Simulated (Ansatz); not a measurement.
# Mg2C (model cell, started as cuprite): following an unstable mode, part 2 of 3

Which phase does Mg2C (model cell, started as cuprite) fall into along its unstable mode, and how much energy does it gain?

Ansatz 0.2.0; DFT PBE, scalar-relativistic, plane waves, PAW.

So far, highest frequency on the path or at a solved wavevector (cm⁻¹): step 2 (the dispersion) 626. Also lowest frequency on the path (cm⁻¹): step 2 -54.6.

The structure was built from a prototype and need not be the compound's stable phase.

### Step 5. Energy along the mode, all amplitudes (two of the runs are shown above)

An imaginary frequency means negative curvature, so the energy should fall and then rise again as anharmonic terms take over.

Numbers from this step:

```yaml
depth_at_the_lowest_point_sampled: 0.885 meV/atom
largest_atomic_shift_at_that_point: 0.14 Å
```

Energy from the parent against largest atomic shift:

| largest atomic shift (Å) | energy from the parent (meV/atom) |
| --- | --- |
| 0.000 | 0 |
| 0.040 | -0.132 |
| 0.080 | -0.464 |
| 0.140 | -0.885 |
| 0.220 | 0.52 |
| 0.320 | 10.6 |

Displacement at unit largest shift by atom:

| atom | x (Å) | y (Å) | z (Å) | size |
| --- | --- | --- | --- | --- |
| C1 | 0.707 | 0.000 | 0.707 | 1.000 |
| C2 | 0.707 | 0.000 | 0.707 | 1.000 |
| Mg3 | 0.230 | 0.810 | 0.230 | 0.873 |
| Mg4 | -0.580 | 0.000 | -0.580 | 0.820 |
| Mg5 | 0.230 | -0.810 | 0.230 | 0.873 |
| Mg6 | -0.580 | 0.000 | -0.580 | 0.820 |

The lowest of the steps tried is at 0.14 Å, 0.885 meV/atom below the parent; the bottom of the well need not coincide with a step.

### Step 6. Relaxation from the frozen mode

Starting from the lowest point found, all atoms and the cell are let go, so that strain and other modes of the same symmetry can join in.

input.yaml reads:

```yaml
crystal:
  lattice:
    - [4.8390002607, 0.0, 0.0]
    - [0.0, 4.8390002607, 0.0]
    - [0.0, 0.0, 4.8390002607]
  atoms:
    - { symbol: C, position: [0.0204577276, 0.0, 0.0204577276] }
    - { symbol: C, position: [0.5204577276, 0.5, 0.5204577276] }
    - { symbol: Mg, position: [0.2566601237, 0.2734300095, 0.2566601237] }
    - { symbol: Mg, position: [0.7332301142, 0.75, 0.2332301142] }
    - { symbol: Mg, position: [0.7566601237, 0.2265699905, 0.7566601237] }
    - { symbol: Mg, position: [0.2332301142, 0.75, 0.7332301142] }
kpoints:
  mp_grid: { grid: [6, 6, 6] }
hamiltonian:
  xc: pbe
scf:
  occupations: { method: methfessel_paxton, width: 0.15 }
output:
  forces: true
  stress: true
  eigenvalues: true
relax:
  adjacent_minimum: "off"
  f_tol: 0.002
  max_steps: 120
  cell: { stress_tol: 0.03 }
```

On the command line:

```console
ansatz run input.yaml --threads 8 --pin off --max-ram 14336MiB --backend cpu --events-out ev --progress --plain --runs-dir out
```

Numbers of over 12 decimals in the logs are rounded to 6 here.

Log:

```text
[...]
Crystal: 6 atoms, lattice volume = 113.310 Å³
Basis set: ecut = 420 eV, 2205 PW (Γ), exchange–correlation on 72×72×72 points (8 copies of the dense FFT grid, shifted against one another)
Bands: 30, of which v1, the nominal top of the filled ones, is band 24 counted from 1 (23 counted from 0)
Symmetry: 4 space group operations
[...]
k-points: 52 of 216 (time reversal used)
[...]
SCF iter   1: F=—  HF=-8193.230277 eV  |F-HF|=—  |Δ(HF+E_count)|=         —  Δρ=3.13e-3  dr2=2.10e-2  ethr=1.77e-3  ⟨swp⟩=5.8  Hψ=6906  notcnv=0
[...]
SCF iter   6: F=-8193.226692 eV  HF=-8193.226692 eV  |F-HF|=1.69e-8  |Δ(HF+E_count)|=   1.19e-7  S|Δr|=    0.00e0  Δρ=4.31e-6  dr2=1.73e-8  ethr=2.08e-10  ⟨swp⟩=7.9  Hψ=6030  notcnv=0
SCF 1 converged in 6 iterations: F = -8193.226692 eV  dr2 = 1.73e-8
[...]
relax step   1: F+E_penalty+E_count = -8193.22669187 eV  Δ(F+E_penalty+E_count) = +0.000e0 eV  max|allowed force component| = 1.265e-1 eV/Å  Δτ_max = 0.0000 Å  P = -0.642 GPa  Ω = 113.310 Å³  (6 SCF iters, dr2 threshold 1.00e-7 eV, accepted)
Crystal: 6 atoms, lattice volume = 112.344 Å³
Basis set: ecut = 420 eV, 2161 PW (Γ), exchange–correlation on 72×72×72 points (8 copies of the dense FFT grid, shifted against one another)
[...]
SCF iter   5: F=-8193.236009 eV  HF=-8193.236009 eV  |F-HF|=4.82e-8  |Δ(HF+E_count)|=   3.91e-7  S|Δr|=    0.00e0  Δρ=1.39e-5  dr2=3.03e-7  ethr=1.25e-9  ⟨swp⟩=7.0  Hψ=6528  notcnv=0
SCF 2 converged in 5 iterations: F = -8193.236009 eV  dr2 = 3.03e-7
relax step   2: F+E_penalty+E_count = -8193.23600891 eV  Δ(F+E_penalty+E_count) = -9.317e-3 eV  max|allowed force component| = 7.978e-2 eV/Å  Δτ_max = 0.0157 Å  P = -0.212 GPa  Ω = 112.344 Å³  energy of the carried Pulay correction = +5.367e-4 eV  (5 SCF iters, dr2 threshold 6.00e-7 eV, accepted)
Crystal: 6 atoms, lattice volume = 108.542 Å³
Basis set: ecut = 420 eV, 2129 PW (Γ), exchange–correlation on 72×72×72 points (8 copies of the dense FFT grid, shifted against one another)
[...]
SCF iter   5: F=-8193.271481 eV  HF=-8193.271481 eV  |F-HF|=5.12e-8  |Δ(HF+E_count)|=   4.26e-6  S|Δr|=    0.00e0  Δρ=2.21e-5  dr2=5.37e-7  ethr=1.25e-9  ⟨swp⟩=4.1  Hψ=7465  notcnv=0
SCF 3 converged in 5 iterations: F = -8193.271481 eV  dr2 = 5.37e-7
[...]
relax step   3: F+E_penalty+E_count = -8193.27148116 eV  Δ(F+E_penalty+E_count) = -3.547e-2 eV  max|allowed force component| = 2.198e-1 eV/Å  Δτ_max = 0.0730 Å  P = +1.101 GPa  Ω = 108.542 Å³  energy of the carried Pulay correction = +2.694e-3 eV  (5 SCF iters, dr2 threshold 6.00e-7 eV, accepted)
[... from here on, the SCF cycles and remarks between the steps are left out ...]
relax step   4: F+E_penalty+E_count = -8193.43806255 eV  Δ(F+E_penalty+E_count) = -1.666e-1 eV  max|allowed force component| = 5.655e-1 eV/Å  Δτ_max = 0.1437 Å  P = +1.427 GPa  Ω = 103.748 Å³  energy of the carried Pulay correction = +5.524e-3 eV  (6 SCF iters, dr2 threshold 6.00e-7 eV, accepted)
relax step   5: F+E_penalty+E_count = -8193.89489860 eV  Δ(F+E_penalty+E_count) = -4.568e-1 eV  max|allowed force component| = 5.999e-1 eV/Å  Δτ_max = 0.1930 Å  P = -0.060 GPa  Ω = 99.315 Å³  energy of the carried Pulay correction = +8.254e-3 eV  (7 SCF iters, dr2 threshold 6.00e-7 eV, accepted)
relax step   6: F+E_penalty+E_count = -8194.37563958 eV  Δ(F+E_penalty+E_count) = -4.807e-1 eV  max|allowed force component| = 4.281e-1 eV/Å  Δτ_max = 0.1902 Å  P = -1.228 GPa  Ω = 94.846 Å³  energy of the carried Pulay correction = +1.112e-2 eV  (6 SCF iters, dr2 threshold 6.00e-7 eV, accepted)
relax step   7: F+E_penalty+E_count = -8194.61001027 eV  Δ(F+E_penalty+E_count) = -2.344e-1 eV  max|allowed force component| = 2.451e-1 eV/Å  Δτ_max = 0.1911 Å  P = +0.297 GPa  Ω = 89.307 Å³  energy of the carried Pulay correction = +1.486e-2 eV  (6 SCF iters, dr2 threshold 6.00e-7 eV, accepted)
relax step   8: F+E_penalty+E_count = -8194.40976652 eV  Δ(F+E_penalty+E_count) = +2.002e-1 eV  max|allowed force component| = 8.606e-1 eV/Å  Δτ_max = 0.0376 Å  P = +3.810 GPa  Ω = 86.517 Å³  energy of the carried Pulay correction = +1.682e-2 eV  (6 SCF iters, dr2 threshold 6.00e-7 eV, rejected (line search))
relax step   9: F+E_penalty+E_count = -8194.64589429 eV  Δ(F+E_penalty+E_count) = -3.588e-2 eV  max|allowed force component| = 6.978e-2 eV/Å  Δτ_max = 0.0976 Å  P = +0.363 GPa  Ω = 89.888 Å³  energy of the carried Pulay correction = +1.446e-2 eV  (9 SCF iters, accepted)
relax step  10: F+E_penalty+E_count = -8194.66027795 eV  Δ(F+E_penalty+E_count) = -1.438e-2 eV  max|allowed force component| = 4.940e-2 eV/Å  Δτ_max = 0.1000 Å  P = +0.181 GPa  Ω = 90.625 Å³  energy of the carried Pulay correction = +1.395e-2 eV  (5 SCF iters, dr2 threshold 6.00e-7 eV, accepted)
relax step  11: F+E_penalty+E_count = -8194.67081595 eV  Δ(F+E_penalty+E_count) = -1.054e-2 eV  max|allowed force component| = 1.075e-2 eV/Å  Δτ_max = 0.1355 Å  P = +0.093 GPa  Ω = 91.292 Å³  energy of the carried Pulay correction = +1.350e-2 eV  (5 SCF iters, dr2 threshold 6.00e-7 eV, accepted)
relax step  12: F+E_penalty+E_count = -8194.67145219 eV  Δ(F+E_penalty+E_count) = -6.362e-4 eV  max|allowed force component| = 4.212e-2 eV/Å  Δτ_max = 0.0729 Å  P = -0.185 GPa  Ω = 91.597 Å³  energy of the carried Pulay correction = +1.329e-2 eV  (5 SCF iters, dr2 threshold 1.28e-7 eV, accepted)
relax step  13: F+E_penalty+E_count = -8194.67198863 eV  Δ(F+E_penalty+E_count) = -5.364e-4 eV  max|allowed force component| = 5.432e-4 eV/Å  Δτ_max = 0.0074 Å  P = -0.001 GPa  Ω = 91.409 Å³  energy of the carried Pulay correction = +1.342e-2 eV  (4 SCF iters, dr2 threshold 4.00e-7 eV, accepted)
relax step  14: F+E_penalty+E_count = -8194.67199015 eV  Δ(F+E_penalty+E_count) = -1.521e-6 eV  max|allowed force component| = 4.693e-4 eV/Å  Δτ_max = 0.0031 Å  P = -0.004 GPa  Ω = 91.411 Å³  energy of the carried Pulay correction = +1.342e-2 eV  (6 SCF iters, accepted)
relax step  15: F+E_penalty+E_count = -8194.67641988 eV  Δ(F+E_penalty+E_count) = -4.430e-3 eV  max|allowed force component| = 7.104e-4 eV/Å  Δτ_max = 0.0000 Å  P = +0.039 GPa  Ω = 91.411 Å³  stress off target by 2.77e-1 GPa  SCF on the basis re-selected at this cell (its energy is not comparable with the rows above)  (6 SCF iters)
relax step  16: F+E_penalty+E_count = -8194.67619032 eV  Δ(F+E_penalty+E_count) = +2.296e-4 eV  max|allowed force component| = 1.563e-2 eV/Å  Δτ_max = 0.0081 Å  P = -0.090 GPa  Ω = 91.541 Å³  energy of the carried Pulay correction = -9.757e-5 eV  (4 SCF iters, dr2 threshold 1.92e-7 eV, rejected (line search))
relax step  17: F+E_penalty+E_count = -8194.67662037 eV  Δ(F+E_penalty+E_count) = -2.005e-4 eV  max|allowed force component| = 2.420e-4 eV/Å  Δτ_max = 0.0014 Å  P = +0.005 GPa  Ω = 91.427 Å³  energy of the carried Pulay correction = -1.280e-5 eV  (7 SCF iters, accepted)
[...]
SCF iter   4: F=-8194.676651 eV  HF=-8194.676651 eV  |F-HF|=1.27e-11  |Δ(HF+E_count)|=   4.27e-9  S|Δr|=    0.00e0  Δρ=1.69e-7  dr2=1.17e-11  ethr=1.00e-12  ⟨swp⟩=5.7  Hψ=6741  notcnv=0
SCF 18 converged in 4 iterations: F = -8194.676651 eV  dr2 = 1.17e-11
relax step  18: F+E_penalty+E_count = -8194.67665146 eV  Δ(F+E_penalty+E_count) = -3.109e-5 eV  max|allowed force component| = 2.390e-4 eV/Å  Δτ_max = 0.0000 Å  P = +0.005 GPa  Ω = 91.427 Å³  stress off target by 1.76e-2 GPa  SCF on the basis re-selected at this cell (its energy is not comparable with the rows above)  (4 SCF iters)
[...]
SCF converged after 4 iterations
[...]
Free energy (F): -8194.676651 eV
[...]
Internal energy: -8194.676891 eV  (E = F + TS)
E sigma→0 (E₀):  -8194.676711 eV
Entropy (-TS):   0.000240 eV (0.040 meV/atom)
Fermi energy:    6.785225 eV
[...]
--- Forces (eV/Å), atoms counted from 1 ---
  atom   1  C     -0.00008396     0.00023898    -0.00008396
  atom   2  C     -0.00008396    -0.00023898    -0.00008396
  atom   3  Mg     0.00009738     0.00019599     0.00009738
  atom   4  Mg    -0.00001361    -0.00000000    -0.00001361
  atom   5  Mg     0.00009738    -0.00019599     0.00009738
  atom   6  Mg    -0.00001361     0.00000000    -0.00001361
  max |Σ_I F_I| component: 3.73e-7 eV/Å
--- Stress (GPa, compression-positive) ---
       -0.000978      -0.000000       0.000445
       -0.000000       0.017631       0.000000
        0.000445       0.000000      -0.000978
  P = ⅓ Tr σ = 0.0052 GPa (0.052 kbar)
--- Band table (eV; the first three rows and the last of 52) ---
  k-point 0: bands = [... 20 lower, 5.1051, 5.8601, 6.2210, 6.4526, 6.8448, 7.2343, 8.6331, 12.5353, ... 2 higher]
  k-point 1: bands = [... 20 lower, 5.0308, 5.0743, 5.9723, 6.4823, 7.5398, 7.7742, 9.1556, 12.3848, ... 2 higher]
  k-point 2: bands = [... 20 lower, 3.8858, 5.3256, 5.4520, 6.2715, 8.3041, 8.7583, 9.7171, 10.9379, ... 2 higher]
  k-point 51: bands = [... 20 lower, 3.8265, 3.8895, 4.0794, 4.1431, 9.3949, 9.5288, 10.2965, 10.6906, ... 2 higher]
--- Relaxed structure (16 steps of the walk, 14 accepted, 2 SCFs on fresh bases) ---
  F+E_penalty+E_count = -8194.67665146 eV   max|allowed force component| = 2.390e-4 eV/Å   (the final SCF, on the basis selected at the relaxed cell)
  cell:  # Å, volume = 91.4271 Å³
    - [4.100311, 0.0, -0.060580]
    - [0.0, 5.439212, 0.0]
    - [-0.060580, 0.0, 4.100311]
  atoms:
    - { symbol: C, position: [0.086782, -0.044815, 0.086782] }
    - { symbol: C, position: [0.586782, 0.544815, 0.586782] }
    - { symbol: Mg, position: [0.336785, 0.249993, 0.336785] }
    - { symbol: Mg, position: [0.586782, 0.750000, 0.086782] }
    - { symbol: Mg, position: [0.836785, 0.250007, 0.836785] }
    - { symbol: Mg, position: [0.086782, 0.750000, 0.586782] }
```

Run time: 42 s. Hardware: 8 threads of Arm Neoverse V1, shared host; peak memory 0.56 GiB.

Step by step:

| step | energy less that of the first step (eV) | largest force component (eV/Å) | pressure (GPa) | volume (Å³) |
| --- | --- | --- | --- | --- |
| 1 | 0.0000 | 0.1265 | -0.64 | 113.31 |
| 2 | -0.0093 | 0.0798 | -0.21 | 112.34 |
| 3 | -0.0448 | 0.2198 | 1.10 | 108.54 |
| 4 | -0.2114 | 0.5655 | 1.43 | 103.75 |
| 5 | -0.6682 | 0.5999 | -0.06 | 99.32 |
| 6 | -1.1489 | 0.4281 | -1.23 | 94.85 |
| 7 | -1.3833 | 0.2451 | 0.30 | 89.31 |
| 8 | -1.1831 | 0.8606 | 3.81 | 86.52 |
| 9 | -1.4192 | 0.0698 | 0.36 | 89.89 |
| 10 | -1.4336 | 0.0494 | 0.18 | 90.63 |
| 11 | -1.4441 | 0.0107 | 0.09 | 91.29 |
| 12 | -1.4448 | 0.0421 | -0.19 | 91.60 |
| 13 | -1.4453 | 0.0005 | 0.00 | 91.41 |
| 14 | -1.4453 | 0.0005 | 0.00 | 91.41 |
| 15* | -1.4497 | 0.0007 | 0.04 | 91.41 |
| 16 | -1.4495 | 0.0156 | -0.09 | 91.54 |
| 17 | -1.4499 | 0.0002 | 0.00 | 91.43 |
| 18* | -1.4500 | 0.0002 | 0.01 | 91.43 |

Relaxation steps marked * repeat the geometry before them on a plane-wave basis chosen anew for their cell, so energy and pressure can jump there. Relaxation steps 8, 16 were tried and not accepted.

The run keeps the 4 symmetry operations that it works with, so distortions that break them were not tested.

| cell as run | before | after | change |
| --- | --- | --- | --- |
| a (Å) | 4.839 | 4.101 | -15.3 % |
| b (Å) | 4.839 | 5.439 | +12.4 % |
| c (Å) | 4.839 | 4.101 | -15.3 % |
| β (°) | 90.00 | 91.69 | +1.9 % |
| volume (Å³/atom) | 18.88 | 15.24 | -19.3 % |

The atoms that moved most (Å, as changes of fractional coordinates times the final cell):

| atom | dx | dy | dz | length |
| --- | --- | --- | --- | --- |
| Mg6 | -0.592 | 0.000 | -0.592 | 0.837 |
| Mg4 | -0.592 | 0.000 | -0.592 | 0.837 |
| Mg5 | 0.324 | 0.127 | 0.324 | 0.475 |
| Mg3 | 0.324 | -0.127 | 0.324 | 0.475 |
| C1 | 0.268 | -0.244 | 0.268 | 0.451 |
| C2 | 0.268 | 0.244 | 0.268 | 0.451 |

Final coordinates:

```xyz
6
Lattice="4.1003 0.0000 -0.0606 0.0000 5.4392 0.0000 -0.0606 0.0000 4.1003" Properties=species:S:1:pos:R:3 pbc="T T T"
C     0.3506   -0.2438    0.3506
C     2.3704    2.9634    2.3704
Mg    1.3605    1.3598    1.3605
Mg    2.4007    4.0794    0.3203
Mg    3.3804    1.3598    3.3804
Mg    0.3203    4.0794    2.4007
```

This step gave:

```
pressure          : 0.005225 GPa
volume per atom   : 15.24 Å³
gap on the k-mesh : 0.1323 eV
```

The distorted start has space group Aem2; the relaxation ends in Cmme.

(Continued in part 3 of 3.)

[Logs are printed without paths, hosts, clocks, repeated set-up lines and the standing remarks that a program may print on its own settings, such as how far it seeks lower states.]

[Hosts, paths, dates, database ids (printed as entryN), source tags and the programs' standing remarks are cut or masked in the printed files.]
